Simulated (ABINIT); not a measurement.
# Quasiparticle gap of SiO2 (P6_322) in ABINIT

Aim: the G0W0 gap of SiO2 (P6_322) on LDA, step by step.

Method: LDA and many-body steps on it, plane waves, in ABINIT 10.8.3.

Most raw output is cut from this account.

**1. The starting structure**

Symmetry: P6_322, No. 182, hexagonal system. The conventional cell has a = 5.069 Å, b = 5.069 Å, c = 8.558 Å, α = 90.00°, β = 90.00°, γ = 120.00°. Si has 4 O at 1.60 to 1.61 Å nearest. Nearest to O lie 2 Si at 1.61 Å. Nearest to O lie 2 Si at 1.60 Å. Farther neighbours and most contacts between anions are not listed.

The cell and positions are those that the Materials Project relaxed with its own functionals (PBE, PBE+U or r2SCAN), kept fixed.

**2. Ground state**

This step: ABINIT 10.8.3; DFT, LDA, plane waves, norm-conserving pseudopotentials.

The ground-state density comes first.

File run.abi:

```
acell 3*1.0 Angstrom
rprim 
  5.069073888499 -0.000000000025 0.000000000000
  -2.534536944228 4.389946761113 0.000000000000
  0.000000000000 0.000000000000 8.558488540000
ntypat 2
znucl 14 8
natom 12
typat 1 1 1 1 2 2 2 2 2 2 2 2
xred 
  0.666666666667 0.333333333333 0.937125800000
  0.666666666667 0.333333333333 0.562874200000
  0.333333333333 0.666666666667 0.062874200000
  0.333333333333 0.666666666667 0.437125800000
  0.000000000000 0.421258740000 0.000000000000
  0.421258740000 0.421258740000 0.500000000000
  0.578741260000 0.000000000000 0.500000000000
  0.578741260000 0.578741260000 0.000000000000
  0.000000000000 0.578741260000 0.500000000000
  0.666666666667 0.333333333333 0.750000000000
  0.333333333333 0.666666666667 0.250000000000
  0.421258740000 0.000000000000 0.000000000000
pp_dirpath "pseudos"
pseudos "Si.upf, O.upf"
ecut 36
ngkpt 3 3 2
nshiftk 1
shiftk 0 0 0
kptopt 1
chksymbreak 0
nband 42
occopt 1
tolvrs 1e-08
nstep 60
prtwf 0
optforces 0
optstress 0
indata_prefix "in"
outdata_prefix "out"
tmpdata_prefix "tmp"
```

Run with:

```bash
> OMP_NUM_THREADS=1 mpirun -n 4 abinit run.abi > log
```

Run time: 71 s. Hardware: 4 MPI ranks of Arm Neoverse V1, shared host; peak memory 0.54 GiB; 4.7 min of CPU time.

Numbers from this step:

- total energy: -4074.6121 eV
- gap: 5.470 eV
- k of the valence top: 0.3333, 0, 0
- k of the conduction bottom: 0, 0, 0
- least direct gap: 5.472 eV

The gap is indirect, with the least direct gap 0.002 eV higher.

**3. Bands along the symmetry lines**

Levels along a band path, at the cheap level, show where the edges lie and whether the meshes to come will hold them.

run.abi: that of step 2 with these lines changed.

```diff
@@ -25,14 +25,53 @@
 ecut 36
-ngkpt 3 3 2
-nshiftk 1
-shiftk 0 0 0
-kptopt 1
-chksymbreak 0
-nband 42
-occopt 1
-tolvrs 1e-08
-nstep 60
+iscf -2
+irdden 1
+kptopt 0
+nkpt 39
+kpt 
+  0.00000000 0.00000000 0.00000000
+  0.12500000 0.00000000 0.00000000
+  0.25000000 0.00000000 0.00000000
+  0.37500000 0.00000000 0.00000000
+  0.50000000 0.00000000 0.00000000
+  0.45833333 0.08333333 0.00000000
+  0.41666666 0.16666666 0.00000000
+  0.37500000 0.25000000 0.00000000
+  0.33333333 0.33333333 0.00000000
+  0.25000000 0.25000000 0.00000000
+  0.16666666 0.16666666 0.00000000
+  0.08333333 0.08333333 0.00000000
+  0.00000000 0.00000000 0.00000000
+  0.00000000 0.00000000 0.12500000
+  0.00000000 0.00000000 0.25000000
+  0.00000000 0.00000000 0.37500000
+  0.00000000 0.00000000 0.50000000
+  0.12500000 0.00000000 0.50000000
+  0.25000000 0.00000000 0.50000000
+  0.37500000 0.00000000 0.50000000
+  0.50000000 0.00000000 0.50000000
+  0.45833333 0.08333333 0.50000000
+  0.41666666 0.16666666 0.50000000
+  0.37500000 0.25000000 0.50000000
+  0.33333333 0.33333333 0.50000000
+  0.25000000 0.25000000 0.50000000
+  0.16666666 0.16666666 0.50000000
+  0.08333333 0.08333333 0.50000000
+  0.00000000 0.00000000 0.50000000
+  0.50000000 0.00000000 0.50000000
+  0.50000000 0.00000000 0.37500000
+  0.50000000 0.00000000 0.25000000
+  0.50000000 0.00000000 0.12500000
+  0.50000000 0.00000000 0.00000000
+  0.33333333 0.33333333 0.50000000
+  0.33333333 0.33333333 0.37500000
+  0.33333333 0.33333333 0.25000000
+  0.33333333 0.33333333 0.12500000
+  0.33333333 0.33333333 0.00000000
+istwfk *1
+nband 47
+nbdbuf 10
+tolwfr 1e-07
+nstep 50
 prtwf 0
-optforces 0
-optstress 0
+prtvol 0
 indata_prefix "in"
```

It took 2.2 min on 4 MPI ranks; peak memory 0.74 GiB.

This step gave:

| Item | Value |
| --- | --- |
| gap | 5.418 eV |
| k of the valence top | 0, 0, 0.125 |
| k of the conduction bottom | 0, 0, 0 |
| least direct gap | 5.472 eV |

The gap is 5.418 eV, −0.052 eV from the run before at this level.

The electronic bands at the labelled points (eV, zero at the top of the highest filled band):

```tsv
point	band 29	band 30	band 31	band 32	band 33	band 34	band 35	band 36
Γ	-0.71	-0.66	-0.05	-0.05	5.42	7.69	8.05	8.63
halfway	-0.69	-0.66	-0.35	-0.06	6.17	8.30	8.40	8.78
M	-0.96	-0.78	-0.65	-0.04	7.66	8.04	8.60	9.05
halfway	-1.06	-0.87	-0.68	-0.11	7.86	8.16	8.63	8.97
K	-1.21	-0.81	-0.81	-0.17	8.42	8.42	8.52	8.65
halfway	-0.84	-0.69	-0.37	-0.10	6.39	8.37	8.54	8.85
Γ	-0.71	-0.66	-0.05	-0.05	5.42	7.69	8.05	8.63
halfway	-0.67	-0.58	-0.31	-0.01	5.63	6.97	8.73	8.82
A	-0.65	-0.65	-0.22	-0.22	6.20	6.20	9.01	9.01
halfway	-0.67	-0.67	-0.30	-0.30	6.85	6.85	9.03	9.03
L	-0.77	-0.77	-0.37	-0.37	8.06	8.06	8.31	8.31
halfway	-0.76	-0.76	-0.47	-0.47	8.19	8.19	8.40	8.40
H	-0.73	-0.73	-0.58	-0.58	8.44	8.44	8.62	8.62
halfway	-0.69	-0.69	-0.35	-0.35	7.03	7.03	9.03	9.03
A	-0.65	-0.65	-0.22	-0.22	6.20	6.20	9.01	9.01
jump to L	-0.77	-0.77	-0.37	-0.37	8.06	8.06	8.31	8.31
halfway	-0.92	-0.74	-0.58	-0.14	7.76	8.09	8.52	8.59
M	-0.96	-0.78	-0.65	-0.04	7.66	8.04	8.60	9.05
jump to H	-0.73	-0.73	-0.58	-0.58	8.44	8.44	8.62	8.62
halfway	-0.96	-0.83	-0.72	-0.28	8.38	8.47	8.56	8.65
K	-1.21	-0.81	-0.81	-0.17	8.42	8.42	8.52	8.65
```

**4. Empty states on the mesh, 3×3×1 mesh, 783 bands**

The sums over transitions need many empty states on a uniform mesh; this step solves for them.

File run.abi:

```
acell 3*1.0 Angstrom
rprim 
  5.069073888499 -0.000000000025 0.000000000000
  -2.534536944228 4.389946761113 0.000000000000
  0.000000000000 0.000000000000 8.558488540000
ntypat 2
znucl 14 8
natom 12
typat 1 1 1 1 2 2 2 2 2 2 2 2
xred 
  0.666666666667 0.333333333333 0.937125800000
  0.666666666667 0.333333333333 0.562874200000
  0.333333333333 0.666666666667 0.062874200000
  0.333333333333 0.666666666667 0.437125800000
  0.000000000000 0.421258740000 0.000000000000
  0.421258740000 0.421258740000 0.500000000000
  0.578741260000 0.000000000000 0.500000000000
  0.578741260000 0.578741260000 0.000000000000
  0.000000000000 0.578741260000 0.500000000000
  0.666666666667 0.333333333333 0.750000000000
  0.333333333333 0.666666666667 0.250000000000
  0.421258740000 0.000000000000 0.000000000000
pp_dirpath "pseudos"
pseudos "Si.upf, O.upf"
ecut 36
ngkpt 3 3 1
nshiftk 1
shiftk 0 0 0
kptopt 1
chksymbreak 0
iscf -2
irdden 1
istwfk *1
nband 783
nbdbuf 70
tolwfr 1e-09
nstep 60
prtvol 0
indata_prefix "in"
outdata_prefix "out"
tmpdata_prefix "tmp"
```

Run with:

```bash
> OMP_NUM_THREADS=1 mpirun -n 3 abinit run.abi > log
```

Wall time 21 min (3 MPI ranks); peak memory 1.1 GiB; 64 min of CPU time.

Numbers from this step:

* gap: 5.470 eV
* k of the valence top: 0.3333, 0, 0
* k of the conduction bottom: 0, 0, 0
* least direct gap: 5.472 eV
* k points computed: 3
* lowest point of the top converged band, above the valence top: 131.1091 eV

On this mesh the gap is 5.470 eV.

**5. Screening, 3×3×1 mesh, 713 bands, screening to 201.4 eV**

The RPA dielectric matrix is built and inverted for each q.

This step: RPA screening on LDA, plane waves, norm-conserving pseudopotentials.

run.abi: that of step 4 with these lines changed.

```diff
@@ -30,10 +30,11 @@
 chksymbreak 0
-iscf -2
-irdden 1
 istwfk *1
-nband 783
-nbdbuf 70
-tolwfr 1e-09
-nstep 60
-prtvol 0
+occopt 1
+irdwfk 1
+optdriver 3
+nband 713
+ecuteps 7.4
+inclvkb 2
+awtr 1
+symchi 1
 indata_prefix "in"
```

Run with:

```bash
> OMP_NUM_THREADS=1 mpirun -n 4 abinit run.abi > log
```

The job ended after 11 min (4 MPI ranks; peak memory 4.7 GiB).

Numbers from this step:

```yaml
eps_infinity_with_local_fields_on_this_mesh_along_the_program_s_q_direction: 2.071
the_same_without_local_fields: 2.265
plasma_frequency: 21.53 eV
plane_waves_in_the_screening_matrix: 1237
```

Local fields lower ε∞ by 9 %. On a Γ-centred mesh this coarse the value itself is usually too large, while a short band sum pulls it down.

**6. Self-energy, 3×3×1 mesh, 713 bands, screening to 201.4 eV**

The self-energy is evaluated for the states that the input lists, and the levels follow from it, in one-shot runs by the linearised quasiparticle equation.

This step: G0W0 on LDA, plane waves, norm-conserving pseudopotentials.

run.abi: that of step 5 with these lines changed.

```diff
@@ -33,8 +33,17 @@
 irdwfk 1
-optdriver 3
+optdriver 4
 nband 713
+gwcalctyp 0
+ecutsigx 36
+symsigma 1
+nkptgw 2
+kptgw 
+  0.3333333333 0.0000000000 0.0000000000
+  0.0000000000 0.0000000000 0.0000000000
+bdgw 
+  31 34
+  31 34
 ecuteps 7.4
-inclvkb 2
-awtr 1
-symchi 1
+irdscr 1
+ppmodel 1
 indata_prefix "in"
```

It took 7.5 min on 4 MPI ranks; peak memory 4.9 GiB; 30 min of CPU time.

Numbers from this step:

* G0W0 gap on the points computed: 8.698 eV
* starting gap on the mesh: 5.470 eV
* k of the valence top: 0.3333, 0, 0
* k of the conduction bottom: 0, 0, 0
* Z at the valence top: 0.81
* Z at the conduction bottom: 0.882
* least direct G0W0 gap on the computed points: 8.702 eV

The gap on the mesh goes from 5.47 eV to 8.70 eV, a correction of +3.23 eV.

Limits: finite bands, cutoff and mesh; coarse k mesh. v1 is the top filled band, c1 the lowest empty one. Levels before and after the correction, in eV, zero at the valence-band top of each column:

```tsv
	conduction bottom	valence top
Kohn-Sham	5.47	0.00
G0W0	8.70	0.00
```

```tsv
	level	energy (eV)
Kohn-Sham	(0.333 0 0) v2	-0.473
Kohn-Sham	(0.333 0 0) v1	0.000
Kohn-Sham	(0.333 0 0) c1	6.713
Kohn-Sham	(0.333 0 0) c2	8.484
Kohn-Sham	Γ v2-v1	-0.002
Kohn-Sham	Γ c1	5.470
Kohn-Sham	Γ c2	7.744
G0W0	(0.333 0 0) v2	-0.540
G0W0	(0.333 0 0) v1	0.000
G0W0	(0.333 0 0) c1	10.046
G0W0	(0.333 0 0) c2	11.759
G0W0	Γ v2-v1	-0.004
G0W0	Γ c1	8.698
G0W0	Γ c2	11.350
```

**7. Where the time went**

Times are wall times on the hardware named with each run, good to a factor of about two.

```tsv
step	time	share	memory (GiB)
ground state	71 s	3 %	0.54
bands along the symmetry lines	2.2 min	5 %	0.74
empty states on the mesh	21 min	49 %	1.1
screening	11 min	26 %	4.7
self-energy	7.5 min	17 %	4.9
```

**8. Outcome**

| Quantity | Value |
| --- | --- |
| LDA gap | 5.42 eV, indirect |
| G0W0 gap on the mesh | 8.70 eV |
| G0W0 gap over the zone (rigid shift) | 8.65 eV |
| GW settings | 3×3×1 mesh, 713 bands, screening to 201.4 eV, Godby-Needs plasmon pole |
| known limits | not at the basis limit; coarse k mesh |

In words: G0W0 moves the gap on the mesh from 5.47 eV to 8.70 eV (+3.23 eV), with Z of 0.81 and 0.88 at the edges. The mesh misses the band edges by 0.05 eV in all; a rigid shift gives 8.65 eV for the zone. Local fields lower the RPA ε∞ on this mesh from 2.26 to 2.07; a Γ-centred mesh this coarse tends to raise both, most where the direct gap is narrow, while a short band sum lowers them. Only 2 of the mesh's irreducible points were corrected, so a valley elsewhere could overtake. The dearest step here is «empty states on the mesh». Bands and cutoff are finite, so the gap is not at the basis limit. The miss can reach some tenths of an eV and take either sign; the mesh is an error of its own. In the G0W0 run levels were corrected at 2 k points alone, so a gap called «on the mesh» is the least over those, and an edge elsewhere would be missed. A denser mesh or path gives a starting gap of 5.42 eV: the GW mesh misses a band edge, so its gaps are not the fundamental one. The 3×3×1 mesh is coarse for this cell, which bears on the long-range parts of exchange and screening.

[Paths, hosts, dates, memory and timing lines, banners, echoed tables and standing remarks are left out of the program output.]

[Logs are printed without paths, hosts, clocks, repeated set-up lines and the standing remarks that a program may print on its own settings, such as how far it seeks lower states.]

[Runs of the session that timed out or met a known fault of the program may be left out.]

[Hosts, paths, dates, database ids (printed as entryN), source tags and the programs' standing remarks are cut or masked in the printed files.]

[G0W0 gaps are taken among the corrected bands and points alone; a level outside them can change the order at an edge.]

[Where Ansatz stands beside ABINIT at settings called matched, ABINIT's density can come from a denser mesh and the files from another edition; pairs whose starting gaps differed by over 0.03 eV were left out, so agreement reads better than it is.]
